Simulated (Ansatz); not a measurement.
# Relaxing amorphous Si0.4Ge0.6 (101 atoms), part 2 of 3

Aim: bring amorphous Si0.4Ge0.6 (101 atoms) to a nearby minimum of the energy and see what moves.

Ansatz 0.2.0; Kohn-Sham DFT, RPBE, PAW (set soft_2), plane waves.

The cell: 40 Si and 61 Ge. The quench rate of 500 K/ps far exceeds what a furnace or splat quench reaches. The network of bonds at the start is that of the classical potential that made the cell. Sampling is at Γ alone, for a cell whose shortest periodic width is 13 Å.

So far. Step 2 (Single point at the start): Neighbours are counted within 2.93 Å (Ge-Ge), 2.93 Å (Ge-Si), 2.93 Å (Si-Si).

**3. Cell and atoms relaxed**

The cell is relaxed with the atoms, since the starting lattice needn't suit this functional.

The input, input.yaml:

```yaml
crystal:
  lattice:
    - [13.0823, 0.0, 0.0]
    - [0.0, 13.0823, 0.0]
    - [0.0, 0.0, 13.0823]
  atoms:
    [... the 101 atom lines of step 2 ...]
kpoints:
  mp_grid: { grid: [1, 1, 1] }
hamiltonian:
  xc: rpbe
scf:
  occupations: { method: fermi_dirac, width: 0.05 }
output:
  forces: true
relax:
  f_tol: 0.03
  max_steps: 66
  cell: {}
```

The run is started by

```console
$ ansatz run input.yaml --threads 4 --pin off --max-ram 8192MiB --backend cpu --events-out ev --progress --plain --runs-dir out
```

Numbers of over 12 decimals in the logs are rounded to 6 here.

The program printed:

```text
[...]
Crystal: 101 atoms, lattice volume = 2238.991 Å³
Basis set: ecut = 420 eV, 43723 PW (Γ), exchange–correlation on 180×180×180 points (8 copies of the dense FFT grid, shifted against one another)
Bands: 609, of which v1, the nominal top of the filled ones, is band 507 counted from 1 (506 counted from 0)
Symmetry: 1 space group operations
[...]
k-points: 1
[...]
SCF iter   1: F=—  HF=-287864.469481 eV  |F-HF|=—  |Δ(HF+E_count)|=         —  Δρ=4.06e-3  dr2=6.60e-1  ethr=1.77e-3  ⟨swp⟩=6.0  Hψ=2284  notcnv=0  defer=3
[...]
SCF iter   9: F=-287864.362710 eV  HF=-287864.362710 eV  |F-HF|=2.54e-8  |Δ(HF+E_count)|=   1.52e-7  Δρ=1.15e-6  dr2=7.29e-8  ethr=9.86e-12  ⟨swp⟩=4.0  Hψ=1829  notcnv=0
SCF 1 converged in 9 iterations: F = -287864.362710 eV  dr2 = 7.29e-8
[...]
relax step   1: F+E_penalty+E_count = -287864.36270952 eV  Δ(F+E_penalty+E_count) = +0.000e0 eV  max|allowed force component| = 1.173e0 eV/Å  Δτ_max = 0.0000 Å  P = +1.463 GPa  Ω = 2238.991 Å³  (9 SCF iters, dr2 threshold 1.00e-7 eV, accepted)
[... from here on, the SCF cycles and remarks between the steps are left out ...]
relax step   2: F+E_penalty+E_count = -287867.08484845 eV  Δ(F+E_penalty+E_count) = -2.722e0 eV  max|allowed force component| = 5.332e-1 eV/Å  Δτ_max = 0.1949 Å  P = -0.002 GPa  Ω = 2282.194 Å³  energy of the carried Pulay correction = -6.044e-3 eV  (7 SCF iters, dr2 threshold 1.01e-5 eV, accepted)
relax step   3: F+E_penalty+E_count = -287868.18603241 eV  Δ(F+E_penalty+E_count) = -1.101e0 eV  max|allowed force component| = 5.081e-1 eV/Å  Δτ_max = 0.1949 Å  P = -0.067 GPa  Ω = 2281.371 Å³  energy of the carried Pulay correction = -5.930e-3 eV  (6 SCF iters, dr2 threshold 1.01e-5 eV, accepted)
relax step   4: F+E_penalty+E_count = -287868.94789855 eV  Δ(F+E_penalty+E_count) = -7.619e-1 eV  max|allowed force component| = 6.556e-1 eV/Å  Δτ_max = 0.1975 Å  P = -0.087 GPa  Ω = 2282.700 Å³  energy of the carried Pulay correction = -6.114e-3 eV  (6 SCF iters, dr2 threshold 1.01e-5 eV, accepted)
relax step   5: F+E_penalty+E_count = -287869.48663658 eV  Δ(F+E_penalty+E_count) = -5.387e-1 eV  max|allowed force component| = 5.625e-1 eV/Å  Δτ_max = 0.1946 Å  P = -0.042 GPa  Ω = 2283.194 Å³  energy of the carried Pulay correction = -6.182e-3 eV  (6 SCF iters, dr2 threshold 1.01e-5 eV, accepted)
relax step   6: F+E_penalty+E_count = -287869.95651253 eV  Δ(F+E_penalty+E_count) = -4.699e-1 eV  max|allowed force component| = 4.734e-1 eV/Å  Δτ_max = 0.1946 Å  P = -0.001 GPa  Ω = 2285.240 Å³  energy of the carried Pulay correction = -6.466e-3 eV  (6 SCF iters, dr2 threshold 1.01e-5 eV, accepted)
relax step   7: F+E_penalty+E_count = -287870.51443796 eV  Δ(F+E_penalty+E_count) = -5.579e-1 eV  max|allowed force component| = 4.410e-1 eV/Å  Δτ_max = 0.1955 Å  P = -0.005 GPa  Ω = 2290.806 Å³  energy of the carried Pulay correction = -7.235e-3 eV  (6 SCF iters, dr2 threshold 1.01e-5 eV, accepted)
relax step   8: F+E_penalty+E_count = -287871.00173725 eV  Δ(F+E_penalty+E_count) = -4.873e-1 eV  max|allowed force component| = 3.557e-1 eV/Å  Δτ_max = 0.2000 Å  P = -0.038 GPa  Ω = 2296.870 Å³  energy of the carried Pulay correction = -8.071e-3 eV  (6 SCF iters, dr2 threshold 1.01e-5 eV, accepted)
relax step   9: F+E_penalty+E_count = -287871.42683211 eV  Δ(F+E_penalty+E_count) = -4.251e-1 eV  max|allowed force component| = 1.970e-1 eV/Å  Δτ_max = 0.1949 Å  P = -0.016 GPa  Ω = 2300.130 Å³  energy of the carried Pulay correction = -8.519e-3 eV  (6 SCF iters, dr2 threshold 7.91e-6 eV, accepted)
relax step  10: F+E_penalty+E_count = -287871.77384112 eV  Δ(F+E_penalty+E_count) = -3.470e-1 eV  max|allowed force component| = 2.772e-1 eV/Å  Δτ_max = 0.1947 Å  P = -0.008 GPa  Ω = 2303.853 Å³  energy of the carried Pulay correction = -9.031e-3 eV  (7 SCF iters, dr2 threshold 2.43e-6 eV, accepted)
relax step  11: F+E_penalty+E_count = -287871.99748340 eV  Δ(F+E_penalty+E_count) = -2.236e-1 eV  max|allowed force component| = 2.318e-1 eV/Å  Δτ_max = 0.1947 Å  P = -0.026 GPa  Ω = 2305.781 Å³  energy of the carried Pulay correction = -9.295e-3 eV  (7 SCF iters, dr2 threshold 4.80e-6 eV, accepted)
relax step  12: F+E_penalty+E_count = -287872.19637966 eV  Δ(F+E_penalty+E_count) = -1.989e-1 eV  max|allowed force component| = 2.256e-1 eV/Å  Δτ_max = 0.1905 Å  P = -0.016 GPa  Ω = 2305.830 Å³  energy of the carried Pulay correction = -9.302e-3 eV  (7 SCF iters, dr2 threshold 3.36e-6 eV, accepted)
relax step  13: F+E_penalty+E_count = -287872.37656119 eV  Δ(F+E_penalty+E_count) = -1.802e-1 eV  max|allowed force component| = 2.659e-1 eV/Å  Δτ_max = 0.1951 Å  P = -0.026 GPa  Ω = 2305.305 Å³  energy of the carried Pulay correction = -9.230e-3 eV  (7 SCF iters, dr2 threshold 3.18e-6 eV, accepted)
relax step  14: F+E_penalty+E_count = -287872.48443361 eV  Δ(F+E_penalty+E_count) = -1.079e-1 eV  max|allowed force component| = 3.191e-1 eV/Å  Δτ_max = 0.1948 Å  P = -0.026 GPa  Ω = 2305.489 Å³  energy of the carried Pulay correction = -9.255e-3 eV  (7 SCF iters, dr2 threshold 4.42e-6 eV, accepted)
[...]
relax step  36: F+E_penalty+E_count = -287873.67397835 eV  Δ(F+E_penalty+E_count) = +7.298e-2 eV  max|allowed force component| = 5.824e-1 eV/Å  Δτ_max = 0.1949 Å  P = +0.003 GPa  Ω = 2304.650 Å³  energy of the carried Pulay correction = -9.140e-3 eV  (7 SCF iters, dr2 threshold 3.52e-6 eV, rejected (line search))
relax step  37: F+E_penalty+E_count = -287873.79977437 eV  Δ(F+E_penalty+E_count) = -5.281e-2 eV  max|allowed force component| = 5.720e-2 eV/Å  Δτ_max = 0.0955 Å  P = -0.006 GPa  Ω = 2304.282 Å³  energy of the carried Pulay correction = -9.089e-3 eV  (11 SCF iters, accepted)
relax step  38: F+E_penalty+E_count = -287873.83276319 eV  Δ(F+E_penalty+E_count) = -3.299e-2 eV  max|allowed force component| = 6.643e-2 eV/Å  Δτ_max = 0.0974 Å  P = -0.004 GPa  Ω = 2303.360 Å³  energy of the carried Pulay correction = -8.963e-3 eV  (8 SCF iters, dr2 threshold 2.04e-7 eV, accepted)
relax step  39: F+E_penalty+E_count = -287873.85065555 eV  Δ(F+E_penalty+E_count) = -1.789e-2 eV  max|allowed force component| = 1.236e-1 eV/Å  Δτ_max = 0.1481 Å  P = +0.001 GPa  Ω = 2302.113 Å³  energy of the carried Pulay correction = -8.792e-3 eV  (8 SCF iters, dr2 threshold 2.76e-7 eV, accepted)
relax step  40: F+E_penalty+E_count = -287873.86309524 eV  Δ(F+E_penalty+E_count) = -1.244e-2 eV  max|allowed force component| = 4.783e-2 eV/Å  Δτ_max = 0.0320 Å  P = +0.005 GPa  Ω = 2302.012 Å³  energy of the carried Pulay correction = -8.778e-3 eV  (7 SCF iters, dr2 threshold 9.54e-7 eV, accepted)
relax step  41: F+E_penalty+E_count = -287873.86791138 eV  Δ(F+E_penalty+E_count) = -4.816e-3 eV  max|allowed force component| = 2.530e-2 eV/Å  Δτ_max = 0.0205 Å  P = +0.012 GPa  Ω = 2301.365 Å³  energy of the carried Pulay correction = -8.689e-3 eV  (7 SCF iters, dr2 threshold 1.43e-7 eV, accepted)
relax step  42: F+E_penalty+E_count = -287873.87112011 eV  Δ(F+E_penalty+E_count) = -3.209e-3 eV  max|allowed force component| = 2.321e-2 eV/Å  Δτ_max = 0.0322 Å  P = +0.006 GPa  Ω = 2301.049 Å³  energy of the carried Pulay correction = -8.645e-3 eV  (10 SCF iters, accepted)
relax step  43: F+E_penalty+E_count = -287873.87305423 eV  Δ(F+E_penalty+E_count) = -1.934e-3 eV  max|allowed force component| = 2.684e-2 eV/Å  Δτ_max = 0.0348 Å  P = -0.000 GPa  Ω = 2300.819 Å³  energy of the carried Pulay correction = -8.614e-3 eV  (10 SCF iters, accepted)
relax step  44: F+E_penalty+E_count = -287873.87493283 eV  Δ(F+E_penalty+E_count) = -1.879e-3 eV  max|allowed force component| = 3.009e-2 eV/Å  Δτ_max = 0.0406 Å  P = -0.001 GPa  Ω = 2300.131 Å³  energy of the carried Pulay correction = -8.519e-3 eV  (10 SCF iters, accepted)
relax step  45: F+E_penalty+E_count = -287873.87693529 eV  Δ(F+E_penalty+E_count) = -2.002e-3 eV  max|allowed force component| = 3.309e-2 eV/Å  Δτ_max = 0.0485 Å  P = -0.002 GPa  Ω = 2299.595 Å³  energy of the carried Pulay correction = -8.446e-3 eV  (8 SCF iters, dr2 threshold 5.66e-8 eV, accepted)
relax step  46: F+E_penalty+E_count = -287873.87948375 eV  Δ(F+E_penalty+E_count) = -2.548e-3 eV  max|allowed force component| = 2.907e-2 eV/Å  Δτ_max = 0.0714 Å  P = +0.001 GPa  Ω = 2298.874 Å³  energy of the carried Pulay correction = -8.346e-3 eV  (8 SCF iters, dr2 threshold 6.85e-8 eV, accepted)
relax step  47: F+E_penalty+E_count = -287873.89249396 eV  Δ(F+E_penalty+E_count) = -1.301e-2 eV  max|allowed force component| = 2.904e-2 eV/Å  Δτ_max = 0.0000 Å  P = +0.009 GPa  Ω = 2298.874 Å³  stress off target by 2.76e-2 GPa  SCF on the basis re-selected at this cell (its energy is not comparable with the rows above)  (10 SCF iters)
basis re-selected at this cell: Δ(F+E_penalty+E_count) = -1.301e-2 eV, ΔP = +0.008 GPa vs the last step (what re-selecting the basis moved, of the pressure what is left beyond the Pulay correction that the steps carried, after the strain that the cell walked since its last selection, [...]
SCF converged after 10 iterations
Free energy (F): -287873.892494 eV
[...]
Internal energy: -287873.787977 eV  (E = F + TS)
E sigma→0 (E₀):  -287873.840235 eV
Entropy (-TS):   -0.104517 eV (-1.035 meV/atom)
Fermi energy:    7.203470 eV
[...]
--- Forces (eV/Å), atoms counted from 1 ---
  atom   1  Si     0.00629408     0.00579809    -0.00640226
  atom   2  Si     0.00566180     0.00507991    -0.00279471
  atom   3  Si     0.01954266    -0.00492836    -0.02122177
  atom   4  Si    -0.00609719    -0.00096582    -0.00271829
  atom   5  Si     0.00257338    -0.00578164     0.00981696
  atom   6  Si    -0.00039184    -0.00319656    -0.00008664
  atom   7  Si     0.01540769     0.00455232     0.01332258
  atom   8  Si     0.01872510    -0.02196599    -0.01752825
  atom   9  Si     0.00169899     0.01435813     0.00308975
  atom  10  Si    -0.00439024    -0.01201989     0.00032879
  atom  11  Si    -0.01598600    -0.00638625     0.00664510
  atom  12  Si    -0.00693980     0.00601745    -0.00965899
  atom  13  Si     0.00018474     0.00131618    -0.00470342
  atom  14  Si     0.00489752    -0.00159440     0.00054935
[...]
atom 100  Ge     0.00138412     0.00064229    -0.00079148
  atom 101  Ge    -0.00011665     0.00104968     0.00268061
  max |Σ_I F_I| component: 6.27e-6 eV/Å
--- Stress (GPa, compression-positive) ---
        0.020333       0.005031      -0.008243
        0.005031       0.006890      -0.011731
       -0.008243      -0.011731       0.000483
  P = ⅓ Tr σ = 0.0092 GPa (0.092 kbar)
--- Relaxed structure (46 steps of the walk, 44 accepted, 1 SCFs on fresh bases) ---
  F+E_penalty+E_count = -287873.89249396 eV   max|allowed force component| = 2.904e-2 eV/Å   (the final SCF, on the basis selected at the relaxed cell)
  cell:  # Å, volume = 2298.8743 Å³
    - [13.258732, 0.203912, -0.182100]
    - [0.203912, 13.095767, -0.253647]
    - [-0.182100, -0.253647, 13.250304]
  atoms:
    - { symbol: Si, position: [0.556142, 0.130769, 0.474597] }
    - { symbol: Si, position: [0.675764, 0.144867, 0.206876] }
    - { symbol: Si, position: [0.592017, 0.854734, 0.871231] }
    - { symbol: Si, position: [1.024660, 0.748013, 0.544221] }
[...]
- { symbol: Ge, position: [0.099947, 0.612771, 0.647685] }
```

The job ended after 33 min (4 threads of Arm Neoverse V1, shared host; peak memory 3.5 GiB).

Step by step (22 of 47):

| step | energy less that of the first step (eV) | largest force component (eV/Å) | pressure (GPa) | volume (Å³) |
| --- | --- | --- | --- | --- |
| 1 | 0.0000 | 1.1730 | 1.46 | 2238.99 |
| 3 | -3.8233 | 0.5081 | -0.07 | 2281.37 |
| 5 | -5.1239 | 0.5625 | -0.04 | 2283.19 |
| 8 | -6.6390 | 0.3557 | -0.04 | 2296.87 |
| 10 | -7.4111 | 0.2772 | -0.01 | 2303.85 |
| 12 | -7.8337 | 0.2256 | -0.02 | 2305.83 |
| 14 | -8.1217 | 0.3191 | -0.03 | 2305.49 |
| 16 | -8.2963 | 0.1713 | -0.01 | 2300.85 |
| 19 | -8.4796 | 0.1694 | -0.02 | 2304.95 |
| 21 | -8.5800 | 0.1336 | 0.01 | 2306.05 |
| 23 | -8.5777 | 0.6597 | -0.03 | 2310.89 |
| 25 | -8.6845 | 0.1053 | -0.01 | 2311.06 |
| 27 | -8.7146 | 0.0568 | -0.01 | 2312.12 |
| 29 | -8.7550 | 0.1445 | -0.01 | 2312.46 |
| 32 | -9.0380 | 0.2387 | -0.02 | 2307.78 |
| 34 | -9.3071 | 0.2300 | 0.00 | 2306.92 |
| 36 | -9.3113 | 0.5824 | 0.00 | 2304.65 |
| 38 | -9.4701 | 0.0664 | 0.00 | 2303.36 |
| 40 | -9.5004 | 0.0478 | 0.01 | 2302.01 |
| 43 | -9.5103 | 0.0268 | 0.00 | 2300.82 |
| 45 | -9.5142 | 0.0331 | 0.00 | 2299.60 |
| 47* | -9.5298 | 0.0290 | 0.01 | 2298.87 |

Relaxation steps marked * repeat the geometry before them on a plane-wave basis chosen anew for their cell, so energy and pressure can jump there. Other such steps can lie between the rows shown. Relaxation steps 23, 36 were tried and not accepted.

| cell as run | before | after | change |
| --- | --- | --- | --- |
| a (Å) | 13.082 | 13.262 | +1.4 % |
| b (Å) | 13.082 | 13.100 | +0.1 % |
| c (Å) | 13.082 | 13.254 | +1.3 % |
| α (°) | 90.00 | 92.22 | +2.5 % |
| β (°) | 90.00 | 91.59 | +1.8 % |
| γ (°) | 90.00 | 88.21 | -2.0 % |
| volume (Å³/atom) | 22.17 | 22.76 | +2.7 % |

The atoms that moved most (Å, as changes of fractional coordinates times the final cell):

| atom | dx | dy | dz | length |
| --- | --- | --- | --- | --- |
| Ge43 | 0.316 | -0.524 | -1.734 | 1.839 |
| Ge46 | -0.293 | 1.019 | -0.828 | 1.345 |
| Ge93 | 1.189 | -0.432 | -0.213 | 1.283 |
| Ge57 | -0.998 | 0.386 | 0.647 | 1.251 |
| Ge56 | -0.574 | -0.475 | 0.940 | 1.199 |
| Ge62 | 0.319 | 1.006 | 0.473 | 1.157 |
| Ge77 | 0.677 | -0.669 | 0.247 | 0.983 |
| Ge91 | -0.511 | -0.514 | 0.663 | 0.982 |

The relaxation changed the energy by -94.4 meV/atom, and atoms moved by 0.63 Å r.m.s., 1.8 Å at most.

**4. Distances and neighbours after relaxation**

Bonds before and after, by the cutoffs listed below:

| pair | bonds before | bonds after | mean before (Å) | mean after (Å) | spread before (Å) | spread after (Å) |
| --- | --- | --- | --- | --- | --- | --- |
| Ge-Ge | 80 | 74 | 2.554 | 2.600 | 0.087 | 0.091 |
| Ge-Si | 103 | 100 | 2.534 | 2.516 | 0.093 | 0.113 |
| Si-Si | 38 | 36 | 2.476 | 2.405 | 0.078 | 0.043 |

Density 4.01 g/cm³, 22.76 Å³ an atom.

g(r), total and by pair (bins of 0.1 Å):

| r (Å) | total | Ge-Ge | Ge-Si | Si-Si |
| --- | --- | --- | --- | --- |
| 2.25 | 0.00 | 0.00 | 0.00 | 0.00 |
| 2.35 | 1.34 | 0.00 | 0.13 | 8.14 |
| 2.45 | 5.01 | 1.29 | 7.60 | 5.75 |
| 2.55 | 3.10 | 4.98 | 2.56 | 0.36 |
| 2.65 | 1.64 | 3.24 | 0.95 | 0.00 |
| 2.75 | 0.47 | 0.91 | 0.30 | 0.00 |
| 2.85 | 0.17 | 0.36 | 0.09 | 0.00 |
| 2.95 | 0.21 | 0.23 | 0.26 | 0.00 |
| 3.05 | 0.27 | 0.54 | 0.08 | 0.24 |
| 3.15 | 0.47 | 0.79 | 0.30 | 0.23 |
| 3.25 | 0.30 | 0.18 | 0.43 | 0.22 |
| 3.35 | 0.29 | 0.61 | 0.07 | 0.20 |
| 3.45 | 0.78 | 0.73 | 0.94 | 0.38 |
| 3.55 | 0.71 | 0.94 | 0.66 | 0.36 |
| 3.65 | 1.16 | 0.96 | 1.41 | 0.86 |
| 3.75 | 1.40 | 1.39 | 1.49 | 1.14 |
| 3.85 | 1.98 | 1.99 | 1.97 | 2.00 |
| 3.95 | 1.95 | 1.64 | 2.16 | 2.04 |
| 4.05 | 1.60 | 1.32 | 1.78 | 1.67 |
| 4.15 | 1.25 | 0.80 | 1.27 | 2.26 |
| 4.25 | 1.25 | 1.09 | 1.37 | 1.27 |
| 4.35 | 1.29 | 1.61 | 0.95 | 1.58 |
| 4.45 | 0.96 | 0.94 | 1.14 | 0.47 |
| 4.55 | 0.93 | 0.76 | 0.90 | 1.43 |
| 4.65 | 0.73 | 1.09 | 0.62 | 0.21 |
| 4.75 | 0.70 | 0.74 | 0.67 | 0.71 |
| 4.85 | 0.78 | 0.80 | 0.61 | 1.26 |
| 4.95 | 0.80 | 0.80 | 0.79 | 0.84 |
| 5.05 | 0.70 | 0.62 | 0.82 | 0.54 |
| 5.15 | 0.84 | 0.74 | 0.87 | 0.95 |
| 5.25 | 0.68 | 0.61 | 0.76 | 0.58 |
| 5.35 | 0.86 | 0.96 | 0.81 | 0.80 |
| 5.45 | 0.82 | 0.89 | 0.76 | 0.85 |
| 5.55 | 0.98 | 0.83 | 1.14 | 0.82 |
| 5.65 | 1.09 | 1.29 | 0.94 | 1.08 |
| 5.75 | 1.11 | 1.07 | 1.20 | 0.90 |
| 5.85 | 1.18 | 1.09 | 1.14 | 1.54 |
| 5.95 | 1.31 | 1.06 | 1.44 | 1.48 |
| 6.05 | 1.03 | 0.81 | 1.15 | 1.19 |
| 6.15 | 1.31 | 1.33 | 1.35 | 1.15 |
| 6.25 | 1.07 | 1.18 | 1.06 | 0.88 |
| 6.35 | 0.85 | 0.98 | 0.82 | 0.68 |
| 6.45 | 0.95 | 1.02 | 0.92 | 0.88 |

Bonds by pair of elements; cutoffs follow the first minimum of g(r), held within bounds set by covalent radii, and pairs that aren't listed don't count as bonded:

| pair A-B | cutoff (Å) | bonds | mean length (Å) | spread (Å) | shortest (Å) | B about A | A about B |
| --- | --- | --- | --- | --- | --- | --- | --- |
| Ge-Ge | 2.93 | 74 | 2.6 | 0.091 | 2.45 | 2.43 | 2.43 |
| Ge-Si | 3.02 | 100 | 2.52 | 0.113 | 2.37 | 1.64 | 2.5 |
| Si-Si | 2.83 | 36 | 2.40 | 0.043 | 2.34 | 1.8 | 1.8 |

How many atoms have how many bonded neighbours:

| element | mean | 3 | 4 | 5 | 6 |
| --- | --- | --- | --- | --- | --- |
| Ge | 4.07 | 4 | 49 | 8 | 0 |
| Si | 4.3 | 0 | 29 | 10 | 1 |

Bond angles, per cent of each kind in bins of 5°:

| angle (°) | Ge-Ge-Si | Ge-Si-Si | Ge-Ge-Ge | Ge-Si-Ge | Si-Ge-Si |
| --- | --- | --- | --- | --- | --- |
| 45–50 | 0.0 | 0.0 | 0.0 | 0.0 | 1.7 |
| 50–55 | 1.0 | 0.0 | 0.0 | 1.0 | 5.0 |
| 55–60 | 1.0 | 0.7 | 0.0 | 2.0 | 0.0 |
| 60–65 | 2.6 | 2.8 | 0.0 | 1.0 | 0.0 |
| 65–70 | 0.0 | 2.1 | 0.8 | 3.1 | 0.0 |
| 70–75 | 1.0 | 0.0 | 2.3 | 4.1 | 0.0 |
| 75–80 | 2.6 | 2.1 | 3.0 | 2.0 | 5.0 |
| 80–85 | 1.6 | 3.5 | 3.8 | 3.1 | 1.7 |
| 85–90 | 3.1 | 5.6 | 6.0 | 6.1 | 3.3 |
| 90–95 | 8.8 | 5.6 | 10.5 | 3.1 | 1.7 |
| 95–100 | 11.9 | 13.2 | 9.0 | 11.2 | 6.7 |
| 100–105 | 11.4 | 10.4 | 11.3 | 17.3 | 5.0 |
| 105–110 | 16.6 | 13.2 | 12.8 | 9.2 | 20.0 |
| 110–115 | 10.4 | 11.8 | 7.5 | 9.2 | 16.7 |
| 115–120 | 9.8 | 7.6 | 12.8 | 8.2 | 5.0 |
| 120–125 | 6.2 | 9.7 | 6.8 | 5.1 | 10.0 |
| 125–130 | 5.2 | 3.5 | 4.5 | 2.0 | 5.0 |
| 130–135 | 2.6 | 2.8 | 1.5 | 2.0 | 1.7 |
| 135–140 | 2.6 | 2.1 | 2.3 | 7.1 | 1.7 |
| 140–145 | 1.0 | 0.0 | 2.3 | 1.0 | 6.7 |
| 145–150 | 0.0 | 0.0 | 0.8 | 0.0 | 1.7 |
| 150–155 | 0.0 | 0.0 | 0.8 | 1.0 | 0.0 |
| 155–160 | 0.5 | 0.0 | 0.8 | 0.0 | 0.0 |
| 160–165 | 0.0 | 0.7 | 0.8 | 1.0 | 1.7 |
| 165–170 | 0.0 | 0.0 | 0.0 | 0.0 | 0.0 |
| 170–175 | 0.0 | 0.7 | 0.0 | 0.0 | 0.0 |
| 175–180 | 0.0 | 2.1 | 0.0 | 0.0 | 0.0 |

Bond angles (no mean is given where the spread exceeds 20°):

| angle | count | mean (°) | spread (°) |
| --- | --- | --- | --- |
| Ge-Ge-Si | 193 | 105 | 17.5 |
| Ge-Si-Si | 144 | - | - |
| Ge-Ge-Ge | 133 | 107 | 18 |
| Ge-Si-Ge | 98 | - | - |
| Si-Ge-Si | 60 | - | - |

Bond length by coordination (bonds to H left out):

| element | coordination | atoms | mean bond length (Å) |
| --- | --- | --- | --- |
| Ge | 3 | 4 | 2.56 |
| Ge | 4 | 49 | 2.55 |
| Ge | 5 | 8 | 2.64 |
| Si | 4 | 29 | 2.44 |
| Si | 5 | 10 | 2.53 |
| Si | 6 | 1 | 2.58 |

Rings of the network by King's shortest-path rule, up to 12 atoms, one path for each pair of neighbours; H, halogens, alkali and alkaline-earth atoms are left out, and the last column divides by all other atoms, bonded or not:

| ring size (atoms) | rings | per network atom |
| --- | --- | --- |
| 3 | 9 | 0.089 |
| 4 | 14 | 0.139 |
| 5 | 61 | 0.604 |
| 6 | 83 | 0.822 |
| 7 | 53 | 0.525 |
| 8 | 14 | 0.139 |

First main peaks of g(r), for some of the pairs, lie near 2.6 Å (Ge-Ge), 2.5 Å (Ge-Si) and 2.4 Å (Si-Si). With the cutoffs above, 80 % of Ge atoms have 4 and 72 % of Si atoms have 4 bonded neighbours. The Ge-Ge-Si angle averages 105° with a spread of 18°. Rings of 6 atoms are the most common (35 % of those counted); sizes run from 3 to 8.

[end of part 2 of 3]

[Logs are printed without paths, hosts, clocks, repeated set-up lines and the standing remarks that a program may print on its own settings, such as how far it seeks lower states.]

[Hosts, paths, dates, database ids (printed as entryN), source tags and the programs' standing remarks are cut or masked in the printed files.]
